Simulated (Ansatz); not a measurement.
**InF (model cell, started as layered BN type): a soft mode frozen in**

Aim: this structure of InF (model cell, started as layered BN type) is to be tested for unstable modes, and one is followed downhill.

Method: DFT PBEsol, scalar-relativistic, plane waves, PAW, in Ansatz 0.2.0.

This is a report of a sequence of runs, with most program output left out.

The structure was built from a prototype and need not be the compound's stable phase.

## Step 1: The structure

The structure is hexagonal, space group P6_3/mmc (No. 194). The conventional cell has a = 4.459 Å, b = 4.459 Å, c = 5.557 Å, α = 90.00°, β = 90.00°, γ = 120.00°. Nearest to In lie 3 F at 2.57 Å. Nearest to F lie 3 In at 2.57 Å. Farther neighbours and most contacts between anions are not listed.

As a file:

```cif
data_structure
_symmetry_space_group_name_H-M 'P6_3/mmc'
_symmetry_Int_Tables_number 194
_cell_length_a 4.4586
_cell_length_b 4.4586
_cell_length_c 5.5567
_cell_angle_alpha 90.000
_cell_angle_beta 90.000
_cell_angle_gamma 120.000
_cell_volume 95.66
loop_
_atom_site_label
_atom_site_type_symbol
_atom_site_symmetry_multiplicity
_atom_site_Wyckoff_symbol
_atom_site_fract_x
_atom_site_fract_y
_atom_site_fract_z
_atom_site_occupancy
In1 In 2 c 0.33333 0.66667 0.25000 1
F1 F 2 d 0.66667 0.33333 0.25000 1
```

## Step 2: The dispersion

The cell comes from relaxations at this level that are not shown. The mesh has a single point along some directions, so zone-edge points there are not solved. Linear response on a 2×2×1 q mesh gives force constants as far as a supercell of that size would.

input.yaml reads:

```yaml
crystal:
  lattice:
    - [4.4585767631, 3.0711e-06, 0.0]
    - [-2.2292910412, 3.861239206, 0.0]
    - [0.0, 0.0, 5.5566930877]
  atoms:
    - { symbol: In, position: [0.3333333333, 0.6666666667, 0.25] }
    - { symbol: In, position: [0.6666666667, 0.3333333333, 0.75] }
    - { symbol: F, position: [0.6666666667, 0.3333333333, 0.25] }
    - { symbol: F, position: [0.3333333333, 0.6666666667, 0.75] }
kpoints:
  mp_grid: { grid: [10, 10, 4] }
hamiltonian:
  xc: pbesol
scf:
  occupations: { method: fixed }
output:
  eigenvalues: true
phonons:
  method: dfpt
  dielectric: true
  rigid_motions: translations
  raman: true
  qmesh: [2, 2, 1]
  temperatures: { t_max: 1000, t_step: 50 }
  qpath:
    path:
      - [[0.0, 0.0, 0.0], [0.5, 0.0, 0.0], [0.33333333, 0.33333333, 0.0], [0.0, 0.0, 0.0], [0.0, 0.0, 0.5], [0.5, 0.0, 0.5], [0.33333333, 0.33333333, 0.5], [0.0, 0.0, 0.5]]
      - [[0.5, 0.0, 0.5], [0.5, 0.0, 0.0]]
      - [[0.33333333, 0.33333333, 0.5], [0.33333333, 0.33333333, 0.0]]
    npoints: 10
```

Run with:

```bash
ansatz run input.yaml --threads 4 --pin off --max-ram 7168MiB --backend cpu --events-out ev --progress --plain --runs-dir out
```

Elapsed: 12 min, on 4 threads of Intel Xeon 6975P-C (Granite Rapids), shared host; peak memory 2.8 GiB.

Numbers from this step:

```
gap on the k-mesh                                             : 1.815 eV
volume per atom                                               : 23.92 Å³
sum-rule residual before enforcement                          : 4.63e-5 eV/Å²
miss of the charge sum rule                                   : 0.008935 e
estimated error of the dielectric tensor                      : 0.02436
estimated error of the Born charges                           : 0.01674 e
point group                                                   : 6/mmm
highest optical mode at the zone centre (no LO-TO term)       : 101.5 cm⁻¹
lowest optical zone-centre mode                               : -175.8 cm⁻¹
mean high-frequency dielectric constant                       : 5.573
largest Born charge (third of the trace)                      : 1.681 e
top of the zone-centre spectrum with the field                : 201.0 cm⁻¹
lowest mode on the q mesh (acoustic modes at Γ apart)         : -175.8 cm⁻¹
highest frequency at a solved wavevector (no LO-TO term at Γ) : 174.0 cm⁻¹
```

Frequencies (cm⁻¹) solved at each irreducible wavevector; negative means imaginary. Frequencies by wavevector, by row:

```tsv
q in reciprocal lattice units	star	mode 1	mode 2	mode 3	mode 4	mode 10	mode 11	mode 12
0 0 0	1	-175.8	-77.5	-56.3	-56.3	73.6	101.5	101.5
0 -0.5 0	3	-149.5	-133.9	-113.2	-72.5	91	120.8	174
```

Symmetry leaves 2 wavevectors to solve. The lowest mode among them, the acoustic zeros apart, lies at Γ and is imaginary, 175.8i cm⁻¹, so the energy falls along it.

The log warns of the k mesh: “the force constants stand on the 10×10×4 k-mesh, whose period is 12.25 times the interband length at k = (0.3000, 0.3000, -0.5000), direct gap 2.225 eV, under 14: take them and everything formed from them as unconverged”.

## Step 3: The mode frozen in, largest atomic shift 0 Å

The mode followed lies at q = (0, -0.5, 0) with frequency 149.5i cm⁻¹, one of the unstable modes though not the softest. At small amplitude the distorted cell has space group no. 62 by a symmetry search on the positions. The undistorted cell that holds it gives the zero of energy on the same k mesh.

System of this step: InF (model cell, started as layered BN type). The structure is hexagonal, space group P6_3/mmc (No. 194). Conventional cell: a = 4.459 Å, b = 4.459 Å, c = 5.557 Å, α = 90.00°, β = 90.00°, γ = 120.00°. Nearest to In lie 3 F at 2.57 Å. F has 3 In at 2.57 Å nearest. Farther neighbours and most contacts between anions are not listed.

input.yaml reads:

```yaml
crystal:
  lattice:
    - [-4.4585767631, -3.0711e-06, 0.0]
    - [0.0, 0.0, -5.5566930877]
    - [5.3194e-06, -7.7224814832, 0.0]
  atoms:
    - { symbol: In, position: [0.5, 0.75, 0.1666666667] }
    - { symbol: In, position: [0.0, 0.75, 0.6666666667] }
    - { symbol: In, position: [0.0, 0.25, 0.3333333333] }
    - { symbol: In, position: [0.5, 0.25, 0.8333333333] }
    - { symbol: F, position: [0.0, 0.75, 0.3333333333] }
    - { symbol: F, position: [0.5, 0.75, 0.8333333333] }
    - { symbol: F, position: [0.5, 0.25, 0.1666666667] }
    - { symbol: F, position: [0.0, 0.25, 0.6666666667] }
kpoints:
  mp_grid: { grid: [6, 4, 4] }
hamiltonian:
  xc: pbesol
scf:
  occupations: { method: gaussian, width: 0.02 }
output:
  forces: true
  stress: true
  eigenvalues: true
```

Run time: 2.2 s. Hardware: 4 threads; peak memory 0.71 GiB; 8.3 s of CPU time.

Numbers from this step:

```
pressure                         : 0.001736 GPa
gap on the k-mesh                : 1.764 eV
energy from the undistorted cell : 0 meV/atom
```

At this level the gap is 1.76 eV on the k-mesh of the self-consistent run, which can miss the band edges.

## Step 4: The mode frozen in, largest atomic shift 0.45 Å

The atoms are moved along the unstable eigenvector, the largest shift by 0.45 Å, with the cell fixed.

input.yaml, the sections that differ from step 3:

```yaml
crystal:
  lattice:
    - [-4.4585767631, -3.0711e-06, 0.0]
    - [0.0, 0.0, -5.5566930877]
    - [5.3194e-06, -7.7224814832, 0.0]
  atoms:
    - { symbol: In, position: [0.5, 0.749037493, 0.1666666667] }
    - { symbol: In, position: [0.0, 0.750962507, 0.6666666667] }
    - { symbol: In, position: [0.0, 0.250962507, 0.3333333333] }
    - { symbol: In, position: [0.5, 0.249037493, 0.8333333333] }
    - { symbol: F, position: [0.0, 0.6690165818, 0.3333333333] }
    - { symbol: F, position: [0.5, 0.8309834182, 0.8333333333] }
    - { symbol: F, position: [0.5, 0.3309834182, 0.1666666667] }
    - { symbol: F, position: [0.0, 0.1690165818, 0.6666666667] }
# kpoints, hamiltonian, scf, output: as in step 3
```

It took 2.5 s on 4 threads; peak memory 0.7 GiB; 9.2 s of CPU time.

Numbers from this step:

| Quantity | Value |
| --- | --- |
| pressure | 0.3272 GPa |
| gap on the k-mesh | 1.951 eV |
| energy from the undistorted cell | -52.49 meV/atom |

The energy, extrapolated to zero smearing, is -52.49 meV/atom against the undistorted cell.

The run ends at a pressure of 0.33 GPa, with forces up to 0.23 eV/Å.

## Step 5: Energy along the mode, all amplitudes (two of the runs are shown above)

An imaginary frequency means negative curvature, so the energy should fall and then rise again as anharmonic terms take over.

Numbers from this step:

| Item | Value |
| --- | --- |
| depth at the lowest point sampled | 52.49 meV/atom |
| largest atomic shift at that point | 0.45 Å |

Table of energy from the parent by largest atomic shift:

```tsv
largest atomic shift (Å)	energy from the parent (meV/atom)
0.000	0
0.040	-0.624
0.080	-2.48
0.140	-7.43
0.220	-17.5
0.320	-33.4
0.450	-52.5
0.600	-52.3
```

Displacement at unit largest shift by atom:

```tsv
atom	x (Å)	y (Å)	z (Å)	size
In1	0.00	0.00	0.01	0.01
In2	0.00	0.00	-0.01	0.01
In3	0.00	0.00	-0.01	0.01
In4	0.00	0.00	0.01	0.01
F5	0.00	0.00	1.00	1.00
F6	0.00	0.00	-1.00	1.00
F7	0.00	0.00	-1.00	1.00
F8	0.00	0.00	1.00	1.00
```

The lowest of the steps tried is at 0.45 Å, 52.5 meV/atom below the parent; the bottom of the well need not coincide with a step.

## Step 6: Relaxation from the frozen mode

Starting from the lowest point found, all atoms and the cell are let go, so that strain and other modes of the same symmetry can join in.

Edit input.yaml of step 4 so:

```diff
@@ -19,3 +19,3 @@
 scf:
-  occupations: { method: gaussian, width: 0.02 }
+  occupations: { method: fixed }
 output:
@@ -24 +24,6 @@
   eigenvalues: true
+relax:
+  adjacent_minimum: "off"
+  f_tol: 0.002
+  max_steps: 120
+  cell: { stress_tol: 0.03 }
```

Wall time 78 s (4 threads); peak memory 0.75 GiB.

The steps of the relaxation (22 of 29):

```tsv
step	energy less that of the first step (eV)	largest force component (eV/Å)	pressure (GPa)	volume (Å³)
1	0.0000	0.2189	0.33	191.32
2	-0.2132	0.2306	-1.41	192.49
4	-0.5114	0.0768	0.03	179.39
5	-0.5745	0.1975	-0.21	171.68
6	-0.6049	0.1160	-0.34	171.16
8	-0.8207	0.1588	-0.03	161.33
9	-0.8657	0.2017	-0.02	155.67
10	-0.8811	0.1792	0.31	156.29
12	-0.9114	0.0730	0.34	151.65
13	-0.9172	0.0198	0.14	152.28
14	-0.9202	0.0147	0.01	153.08
16	-0.9233	0.0072	0.02	153.80
17	-0.9227	0.0033	0.01	154.14
18	-0.9227	0.0013	-0.01	154.18
20	-0.9227	0.0005	0.00	154.15
21*	-0.9167	0.0022	-0.10	154.15
22	-0.9233	0.0129	0.10	152.89
24	-0.9230	0.0011	0.00	153.28
25*	-0.9226	0.0009	0.00	153.28
26	-0.9231	0.0011	0.00	153.22
28	-0.9233	0.0002	0.00	153.22
29*	-0.9233	0.0002	0.00	153.22
```

Relaxation steps marked * repeat the geometry before them on a plane-wave basis chosen anew for their cell, so energy and pressure can jump there. Other such steps can lie between the rows shown. Relaxation steps 15, 19 were tried and not accepted.

The run keeps the 8 symmetry operations that it works with, so distortions that break them were not tested.

```tsv
cell as run	before	after	change
a (Å)	4.459	4.810	+7.9 %
b (Å)	5.557	5.405	-2.7 %
c (Å)	7.722	5.893	-23.7 %
volume (Å³/atom)	23.92	19.15	-19.9 %
```

The atoms that moved most (Å, as changes of fractional coordinates times the final cell):

```tsv
atom	dx	dy	dz	length
In1	0.000	-0.670	-0.185	0.695
In3	0.000	0.670	0.185	0.695
In2	0.000	-0.670	0.185	0.695
In4	0.000	0.670	-0.185	0.695
F8	0.000	0.251	0.375	0.451
F7	0.000	0.251	-0.375	0.451
F6	0.000	-0.251	-0.375	0.451
F5	0.000	-0.251	0.375	0.451
```

Final coordinates:

```xyz
8
Lattice="-4.8101 0.0000 0.0000 0.0000 0.0000 -5.4049 0.0000 -5.8934 0.0000" Properties=species:S:1:pos:R:3 pbc="T T T"
In   -2.4050   -1.6520   -4.2335
In    0.0000   -4.5987   -3.8739
In    0.0000   -1.2947   -1.1714
In   -2.4050   -4.2414   -1.5311
F     0.0000   -2.2153   -3.2414
F    -2.4050   -5.1620   -4.8660
F    -2.4050   -0.7313   -2.1635
F     0.0000   -3.6780   -0.5390
```

Numbers from this step:

- pressure: 1.43e-4 GPa
- gap on the k-mesh: 0.8276 eV
- volume per atom: 19.15 Å³

The distorted start has space group Pnma; the relaxation ends in Pnma.

## Step 7: Results

* unstable mode of the parent: q = (0, -0.5, 0), 150i cm⁻¹
* depth at the lowest point sampled: 52.5 meV/atom
* largest atomic shift at that point: 0.45 Å
* space group reached (within 0.01 Å): Pnma
* energy gained over the parent (first relaxation, on the mesh of the frozen mode): 168 meV/atom
* volume per atom, phase reached: 19.2 Å³
* gap on the k-mesh, phase reached: 0.828 eV

Along this mode the structure falls into Pnma, 168 meV/atom below the parent. At the parent's cell the well is 52.49 meV/atom deep on the steps tried, with its lowest point at a shift of 0.45 Å. Relaxing atoms and cell changes the gain by +115.41 meV/atom against the lowest step (energies at zero smearing). Most of the total comes from this relaxation. The modes of the phase reached were not computed on this path. Of the 2 patterns followed to their end from this parent, this one reaches the lowest energy. Each path keeps the symmetry of its pattern, so a lower phase may lie along a pattern not tried. With the field response the log warns that the k mesh is coarse for the force constants too, so the frequencies may not be converged. The q mesh is too sparse to interpolate, so only the solved wavevectors are given. The program warns that the interpolation holds no quadrupole term, so branches close to Γ can be off in this crystal. The volume moved by more than a tenth on the k mesh of the start, so the energy gain is rough. The starting cell was built on a prototype and not taken from a measurement, so the phase need not exist.

[Logs are printed without paths, hosts, clocks, repeated set-up lines and the standing remarks that a program may print on its own settings, such as how far it seeks lower states.]

[Hosts, paths, dates, database ids (printed as entryN), source tags and the programs' standing remarks are cut or masked in the printed files.]
